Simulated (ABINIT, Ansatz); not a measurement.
**BaAlSiH (P3m1): G0W0 with ABINIT, start to end**

Wanted: ground state, empty states, screening and self-energy for BaAlSiH (P3m1).

Calculated with ABINIT 10.8.3; LDA and many-body steps on it, plane waves.

Most raw output is cut from this account.

### 1. The structure

Symmetry: P3m1, No. 156, trigonal system. The conventional cell has a = 4.334 Å, b = 4.334 Å, c = 5.263 Å, α = 90.00°, β = 90.00°, γ = 120.00°. Ba has 3 H at 2.60 Å and 3 Si at 3.47 Å and 3 Al at 3.50 Å nearest. Nearest to Al lie 1 H at 1.74 Å and 3 Si at 2.54 Å. Nearest to Si lie 3 Al at 2.54 Å and 3 H at 3.30 Å and 3 Ba at 3.47 Å. H has 1 Al at 1.74 Å and 3 Ba at 2.60 Å nearest. Farther neighbours are not listed.

The cell and positions are those that the Materials Project relaxed with its own functionals (PBE, PBE+U or r2SCAN), kept fixed. Spin-orbit coupling is left out unless a step names it.

### 2. Ground state

This step: ABINIT 10.8.3; DFT, LDA, plane waves, norm-conserving pseudopotentials.

The ground-state density comes first.

Contents of run.abi:

```
acell 3*1.0 Angstrom
rprim 
  4.334227520372 0.000000000006 0.000000000000
  -2.167113760192 3.753551138421 0.000000000000
  0.000000000000 0.000000000000 5.262552000000
ntypat 4
znucl 56 13 14 1
natom 4
typat 1 2 3 4
xred 
  0.000000000000 0.000000000000 0.000436000000
  0.666666666667 0.333333333333 0.465248000000
  0.333333333333 0.666666666667 0.542307000000
  0.666666666667 0.333333333333 0.134910000000
pp_dirpath "pseudos"
pseudos "Ba.upf, Al.upf, Si.upf, H.upf"
ecut 31
ngkpt 6 6 4
nshiftk 1
shiftk 0 0 0
kptopt 1
chksymbreak 0
nband 15
occopt 1
tolvrs 1e-10
nstep 60
prtwf 0
optforces 0
optstress 0
indata_prefix "in"
outdata_prefix "out"
tmpdata_prefix "tmp"
```

Started as:

```console
$ OMP_NUM_THREADS=1 mpirun -n 4 abinit run.abi > log
```

It took 17 s on 4 MPI ranks of Intel Xeon Platinum 8488C (Sapphire Rapids), shared host; peak memory 0.39 GiB.

This step gave:

```yaml
total_energy: -964.3444 eV
gap: 0.6950 eV
k_of_the_valence_top: 0, 0, 0.5
k_of_the_conduction_bottom: 0.5, 0, 0
least_direct_gap: 1.247 eV
```

The gap is indirect, with the least direct gap 0.55 eV higher.

### 3. Bands along the symmetry lines

Levels along a band path, at the cheap level, show where the edges lie and whether the meshes to come will hold them.

Contents of run.abi:

```
acell 3*1.0 Angstrom
rprim 
  4.334227520372 0.000000000006 0.000000000000
  -2.167113760192 3.753551138421 0.000000000000
  0.000000000000 0.000000000000 5.262552000000
ntypat 4
znucl 56 13 14 1
natom 4
typat 1 2 3 4
xred 
  0.000000000000 0.000000000000 0.000436000000
  0.666666666667 0.333333333333 0.465248000000
  0.333333333333 0.666666666667 0.542307000000
  0.666666666667 0.333333333333 0.134910000000
pp_dirpath "pseudos"
pseudos "Ba.upf, Al.upf, Si.upf, H.upf"
ecut 31
iscf -2
irdden 1
kptopt 0
nkpt 75
kpt 
  0.00000000 0.00000000 0.00000000
  0.06250000 0.00000000 0.00000000
  0.12500000 0.00000000 0.00000000
  0.18750000 0.00000000 0.00000000
  0.25000000 0.00000000 0.00000000
  0.31250000 0.00000000 0.00000000
  0.37500000 0.00000000 0.00000000
  0.43750000 0.00000000 0.00000000
  0.50000000 0.00000000 0.00000000
  0.47916667 0.04166667 0.00000000
  0.45833333 0.08333333 0.00000000
  0.43750000 0.12500000 0.00000000
  0.41666666 0.16666666 0.00000000
  0.39583333 0.20833333 0.00000000
  0.37500000 0.25000000 0.00000000
  0.35416666 0.29166666 0.00000000
  0.33333333 0.33333333 0.00000000
  0.29166666 0.29166666 0.00000000
  0.25000000 0.25000000 0.00000000
  0.20833333 0.20833333 0.00000000
  0.16666666 0.16666666 0.00000000
  0.12500000 0.12500000 0.00000000
  0.08333333 0.08333333 0.00000000
  0.04166667 0.04166667 0.00000000
  0.00000000 0.00000000 0.00000000
  0.00000000 0.00000000 0.06250000
  0.00000000 0.00000000 0.12500000
  0.00000000 0.00000000 0.18750000
  0.00000000 0.00000000 0.25000000
  0.00000000 0.00000000 0.31250000
  0.00000000 0.00000000 0.37500000
  0.00000000 0.00000000 0.43750000
  0.00000000 0.00000000 0.50000000
  0.06250000 0.00000000 0.50000000
  0.12500000 0.00000000 0.50000000
  0.18750000 0.00000000 0.50000000
  0.25000000 0.00000000 0.50000000
  0.31250000 0.00000000 0.50000000
  0.37500000 0.00000000 0.50000000
  0.43750000 0.00000000 0.50000000
  0.50000000 0.00000000 0.50000000
  0.47916667 0.04166667 0.50000000
  0.45833333 0.08333333 0.50000000
  0.43750000 0.12500000 0.50000000
  0.41666666 0.16666666 0.50000000
  0.39583333 0.20833333 0.50000000
  0.37500000 0.25000000 0.50000000
  0.35416666 0.29166666 0.50000000
  0.33333333 0.33333333 0.50000000
  0.29166666 0.29166666 0.50000000
  0.25000000 0.25000000 0.50000000
  0.20833333 0.20833333 0.50000000
  0.16666666 0.16666666 0.50000000
  0.12500000 0.12500000 0.50000000
  0.08333333 0.08333333 0.50000000
  0.04166667 0.04166667 0.50000000
  0.00000000 0.00000000 0.50000000
  0.50000000 0.00000000 0.50000000
  0.50000000 0.00000000 0.43750000
  0.50000000 0.00000000 0.37500000
  0.50000000 0.00000000 0.31250000
  0.50000000 0.00000000 0.25000000
  0.50000000 0.00000000 0.18750000
  0.50000000 0.00000000 0.12500000
  0.50000000 0.00000000 0.06250000
  0.50000000 -0.00000000 0.00000000
  0.33333333 0.33333333 0.50000000
  0.33333333 0.33333333 0.43750000
  0.33333333 0.33333333 0.37500000
  0.33333333 0.33333333 0.31250000
  0.33333333 0.33333333 0.25000000
  0.33333333 0.33333333 0.18750000
  0.33333333 0.33333333 0.12500000
  0.33333333 0.33333333 0.06250000
  0.33333333 0.33333333 0.00000000
istwfk *1
nband 16
nbdbuf 2
tolwfr 1e-08
nstep 40
prtwf 0
prtvol 0
indata_prefix "in"
outdata_prefix "out"
tmpdata_prefix "tmp"
```

Run time: 29 s. Hardware: 4 MPI ranks; peak memory 0.39 GiB.

This step gave:

```
gap                        : 0.6634 eV
k of the valence top       : 0, 0, 0.5
k of the conduction bottom : 0.5, 0, 0.125
least direct gap           : 1.239 eV
```

The gap is 0.663 eV, −0.032 eV from the run before at this level.

Electronic bands along the path, in eV, zero at the top of the highest filled band:

```csv
point,band 6,band 7,band 8,band 9,band 10,band 11,band 12,band 13
Γ,-4.04,-0.81,-0.48,-0.48,1.25,3.10,3.10,4.05
halfway,-4.50,-2.19,-0.83,-0.63,1.39,2.58,3.18,3.27
M,-5.76,-3.02,-1.13,-0.55,0.69,2.25,2.90,3.41
halfway,-5.64,-2.97,-2.11,-0.57,1.00,2.59,3.29,4.21
K,-5.58,-3.07,-2.62,-0.74,1.17,2.73,3.78,5.55
halfway,-4.63,-2.25,-1.48,-0.57,1.95,2.14,2.70,3.98
Γ,-4.04,-0.81,-0.48,-0.48,1.25,3.10,3.10,4.05
halfway,-4.55,-0.44,-0.33,-0.33,1.45,2.25,2.25,3.17
A,-5.10,-0.14,-0.14,0.00,1.65,1.81,1.81,2.53
halfway,-4.67,-2.60,-1.08,-0.69,1.61,2.79,3.24,3.96
L,-5.18,-3.20,-1.59,-0.79,1.57,3.24,3.86,5.23
halfway,-5.43,-3.06,-1.97,-0.63,2.56,3.19,4.11,4.62
H,-5.81,-2.92,-2.24,-0.45,2.89,3.82,4.29,4.68
halfway,-4.67,-2.82,-1.49,-0.67,2.25,2.89,3.23,3.69
A,-5.10,-0.14,-0.14,0.00,1.65,1.81,1.81,2.53
jump to L,-5.18,-3.20,-1.59,-0.79,1.57,3.24,3.86,5.23
halfway,-5.50,-3.01,-1.38,-0.69,0.82,2.85,3.71,4.10
M,-5.76,-3.02,-1.13,-0.55,0.69,2.25,2.90,3.41
jump to H,-5.81,-2.92,-2.24,-0.45,2.89,3.82,4.29,4.68
halfway,-5.70,-2.80,-2.69,-0.60,2.23,3.32,3.77,4.36
K,-5.58,-3.07,-2.62,-0.74,1.17,2.73,3.78,5.55
```

### 4. Empty states on the mesh, 3×3×2 mesh, 211 bands

The sums over transitions need many empty states on a uniform mesh; this step solves for them.

Contents of run.abi:

```
acell 3*1.0 Angstrom
rprim 
  4.334227520372 0.000000000006 0.000000000000
  -2.167113760192 3.753551138421 0.000000000000
  0.000000000000 0.000000000000 5.262552000000
ntypat 4
znucl 56 13 14 1
natom 4
typat 1 2 3 4
xred 
  0.000000000000 0.000000000000 0.000436000000
  0.666666666667 0.333333333333 0.465248000000
  0.333333333333 0.666666666667 0.542307000000
  0.666666666667 0.333333333333 0.134910000000
pp_dirpath "pseudos"
pseudos "Ba.upf, Al.upf, Si.upf, H.upf"
ecut 31
ngkpt 3 3 2
nshiftk 1
shiftk 0 0 0
kptopt 1
chksymbreak 0
irdden 1
istwfk *1
nband 211
prtvol 0
optdriver 6
gwr_task "HDIAGO"
paral_kgb 0
occopt 1
indata_prefix "in"
outdata_prefix "out"
tmpdata_prefix "tmp"
```

Run time: 2.1 min. Hardware: 4 MPI ranks; peak memory 5.1 GiB; 8.3 min of CPU time.

Numbers from this step:

* gap: 1.072 eV
* k of the valence top: 0, 0, 0.5
* k of the conduction bottom: 0.3333, 0, 0
* least direct gap: 1.647 eV
* k points computed: 6
* lowest point of the top converged band, above the valence top: 87.0789 eV

On this mesh the gap is 1.072 eV. The earlier step found 0.695 eV, so this mesh misses an edge.

### 5. Screening, 3×3×2 mesh, 203 bands, screening to 176.9 eV

The RPA dielectric matrix is built and inverted for each q.

This step: RPA screening on LDA, plane waves, norm-conserving pseudopotentials.

run.abi, as its differences from that of step 4:

```diff
@@ -22,10 +22,11 @@
 chksymbreak 0
-irdden 1
 istwfk *1
-nband 211
-prtvol 0
-optdriver 6
-gwr_task "HDIAGO"
-paral_kgb 0
 occopt 1
+irdwfk 1
+optdriver 3
+nband 203
+ecuteps 6.5
+inclvkb 2
+awtr 1
+symchi 1
 indata_prefix "in"
```

It took 29 s on 4 MPI ranks; peak memory 1 GiB; 1.9 min of CPU time.

This step gave:

```
ε∞ with local fields, on this mesh, along the program's q direction : 22.21
the same without local fields                                       : 24.91
plasma frequency                                                    : 17.03 eV
plane waves in the screening matrix                                 : 455
```

Local fields lower ε∞ by 11 %. On a Γ-centred mesh this coarse the value itself is usually too large, while a short band sum pulls it down.

### 6. Self-energy, 3×3×2 mesh, 203 bands, screening to 176.9 eV

The self-energy is evaluated for the states that the input lists, and the levels follow from it, in one-shot runs by the linearised quasiparticle equation.

This step: G0W0 on LDA, plane waves, norm-conserving pseudopotentials.

run.abi, as its differences from that of step 5:

```diff
@@ -25,8 +25,19 @@
 irdwfk 1
-optdriver 3
+optdriver 4
 nband 203
+gwcalctyp 0
+ecutsigx 31
+symsigma 1
+nkptgw 3
+kptgw 
+  0.0000000000 0.0000000000 0.5000000000
+  0.3333333333 0.0000000000 0.0000000000
+  0.0000000000 0.0000000000 0.0000000000
+bdgw 
+  7 12
+  8 11
+  8 12
 ecuteps 6.5
-inclvkb 2
-awtr 1
-symchi 1
+irdscr 1
+ppmodel 1
 indata_prefix "in"
```

It took 50 s on 4 MPI ranks; peak memory 1.2 GiB; 3.3 min of CPU time.

Numbers from this step:

* G0W0 gap on the points computed: 1.496 eV
* starting gap on the mesh: 1.072 eV
* k of the valence top: 0, 0, 0.5
* k of the conduction bottom: 0.3333, 0, 0
* Z at the valence top: 0.754
* Z at the conduction bottom: 0.769
* least direct G0W0 gap on the computed points: 1.955 eV

The gap on the mesh goes from 1.07 eV to 1.50 eV, a correction of +0.42 eV. The start differs from the 0.69 eV found before because the two sample other k points.

Limits: finite bands, cutoff and mesh; no spin-orbit coupling; coarse k mesh. v1 is the top filled band, c1 the lowest empty one. Levels before and after the correction, in eV, zero at the valence-band top of each column:

```csv
,conduction bottom,valence top
Kohn-Sham,1.07,0.00
G0W0,1.50,0.00
```

```csv
,level,energy (eV)
Kohn-Sham,(0 0 0.5) v3-v2,-0.138
Kohn-Sham,(0 0 0.5) v1,0.000
Kohn-Sham,(0 0 0.5) c1,1.647
Kohn-Sham,(0 0 0.5) c2-c3,1.808
Kohn-Sham,(0.333 0 0) v2,-0.985
Kohn-Sham,(0.333 0 0) v1,-0.580
Kohn-Sham,(0.333 0 0) c1,1.072
Kohn-Sham,(0.333 0 0) c2,2.359
G0W0,(0 0 0.5) v3-v2,-0.271
G0W0,(0 0 0.5) v1,0.000
G0W0,(0 0 0.5) c1,2.062
G0W0,(0 0 0.5) c2-c3,2.393
G0W0,(0.333 0 0) v2,-1.102
G0W0,(0.333 0 0) v1,-0.459
G0W0,(0.333 0 0) c1,1.496
G0W0,(0.333 0 0) c2,2.855
```

### 7. Where the time went

Times are wall times on 4 MPI ranks of Intel Xeon Platinum 8488C (Sapphire Rapids), shared host, good to a factor of about two.

```csv
step,time,share,memory (GiB)
ground state,17 s,7 %,0.39
bands along the symmetry lines,29 s,12 %,0.39
empty states on the mesh,2.1 min,50 %,5.1
screening,29 s,12 %,1.0
self-energy,50 s,20 %,1.2
```

### 8. Outcome

```yaml
lda_gap: 0.66 eV, indirect
g0w0_gap_on_the_mesh: 1.50 eV
g0w0_gap_over_the_zone_rigid_shift: 1.09 eV
gw_settings: 3×3×2 mesh, 203 bands, screening to 176.9 eV, Godby-Needs plasmon pole
known_limits: not at the basis limit; no spin-orbit coupling; coarse k mesh
```

G0W0 moves the gap on the mesh from 1.07 eV to 1.50 eV (+0.42 eV), with Z of 0.75 and 0.77 at the edges. The mesh misses the band edges by 0.41 eV in all; a rigid shift gives 1.09 eV for the zone. Local fields lower the RPA ε∞ on this mesh from 24.91 to 22.21; a Γ-centred mesh this coarse tends to raise both, most where the direct gap is narrow, while a short band sum lowers them. Only 3 of the mesh's irreducible points were corrected, so a valley elsewhere could overtake. The dearest step here is «empty states on the mesh». Bands and cutoff are finite, so the gap is not at the basis limit. The miss can reach some tenths of an eV and take either sign; the mesh is an error of its own. In the G0W0 run levels were corrected at 3 k points alone, so a gap called «on the mesh» is the least over those, and an edge elsewhere would be missed. A denser mesh or path gives a starting gap of 0.66 eV: the GW mesh misses a band edge, so its gaps are not the fundamental one. The 3×3×2 mesh is coarse for this cell, which bears on the long-range parts of exchange and screening. The many-body steps are scalar-relativistic: spin-orbit coupling is not in them.

[Paths, hosts, dates, memory and timing lines, banners, echoed tables and standing remarks are left out of the program output.]

[Logs are printed without paths, hosts, clocks, repeated set-up lines and the standing remarks that a program may print on its own settings, such as how far it seeks lower states.]

[Runs of the session that timed out or met a known fault of the program may be left out.]

[Hosts, paths, dates, database ids (printed as entryN), source tags and the programs' standing remarks are cut or masked in the printed files.]

[G0W0 gaps are taken among the corrected bands and points alone; a level outside them can change the order at an edge.]

[Where Ansatz stands beside ABINIT at settings called matched, ABINIT's density can come from a denser mesh and the files from another edition; pairs whose starting gaps differed by over 0.03 eV were left out, so agreement reads better than it is.]
